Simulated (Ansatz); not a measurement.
Planning a run of Ansatz 0.2.0 on BiOBr (P4/nmm). The input:

```yaml
crystal:
  lattice:
    - [3.916, 0.0, 0.0]
    - [0.0, 3.916, 0.0]
    - [0.0, 0.0, 8.077]
  atoms:
    - { symbol: Bi, position: [0.0, 0.5, 0.154] }
    - { symbol: Bi, position: [0.5, 0.0, 0.846] }
    - { symbol: Br, position: [0.0, 0.5, 0.653] }
    - { symbol: Br, position: [0.5, 0.0, 0.347] }
    - { symbol: O, position: [0.0, 0.0, 0.0] }
    - { symbol: O, position: [0.5, 0.5, 0.0] }
kpoints:
  mp_grid: { grid: [6, 6, 4] }
hamiltonian:
  xc: lda
  pseudopotentials: { kind: paw, source: ansatz }
scf:
  occupations: { method: fixed }
gw:
  n_empty_bands: 736
  ecut_chi: 190.0
  qp_bands: [v2, c2]
  qp_kpoints: band_edges
  screening: { model: contour_deformation }
```

The database entry behind the starting cell differs from later determinations by our own check (0.1 to 0.3 % short, probably kX units), so it need not match the best structure at ambient conditions.

```sh
ansatz run input.yaml --threads 4 --pin off --max-ram 138240MiB --backend cuda --events-out ev --progress --plain --runs-dir out --devices 1 --max-vram 26GiB
```

Question: How long will it take on 1 × NVIDIA H100 80GB HBM3 (shared by 3 runs) with 4 threads of AMD EPYC 7R13 (Zen 3), shared host, and how much memory?

It took 5.2 min; on shared hardware allow 2.6 min to 10 min. Peak host memory was 7.4 GiB. The sizes that set the cost: 7965 plane waves a state, 30 irreducible k points, 782 bands summed, 743 plane waves in the screening and 9 SCF cycles.

The screening grows as filled bands × empty bands × pairs of k points, times the square of the screening basis for the matrix.

[Paths, hosts, dates, memory and timing lines, banners, echoed tables and standing remarks are left out of the program output.]

[Logs are printed without paths, hosts, clocks, repeated set-up lines and the standing remarks that a program may print on its own settings, such as how far it seeks lower states.]

[Runs of the session that timed out or met a known fault of the program may be left out.]

[Cells called generated may have been cut or substituted from an entry of the Crystallography Open Database or the Materials Project.]

[Hosts, paths, dates, database ids (printed as entryN), source tags and the programs' standing remarks are cut or masked in the printed files.]
